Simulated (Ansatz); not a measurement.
Rows from a G0W0 calculation on SnO2 (Cassiterite) (Ansatz 0.2.0; G0W0 on PBE (exact-exchange fraction 0.3), plane waves, PAW; 4×4×4 mesh, 298 empty bands, screening to 150 eV), in eV. Spin-orbit coupling is left out.

| row | Σx | Σc | Vxc | Z |
| --- | --- | --- | --- | --- |
| A | -27.18 | 4.33 | -23.25 | 0.81 |
| B | -7.90 | -4.09 | -12.05 | 0.87 |
| C | -26.56 | 4.05 | -22.89 | 0.81 |
| D | -13.45 | -3.50 | -17.16 | 0.87 |

**Question.** Which rows are filled states and which are empty ones, and how can one tell?

Filled: A and C. Empty: B and D. The sign of Σc tells: for a filled state bare exchange, which holds its interaction with itself, lies below Vxc (Σx − Vxc is -3.7 eV or lower here) and screening gives part back as a positive Σc. For an empty state Σx lies above Vxc (+3.7 eV or more) and the Coulomb hole leaves Σc negative.

[Runs of the session that timed out or met a known fault of the program may be left out.]

[Cells called generated may have been cut or substituted from an entry of the Crystallography Open Database or the Materials Project.]

[Hosts, paths, dates, database ids (printed as entryN), source tags and the programs' standing remarks are cut or masked in the printed files.]
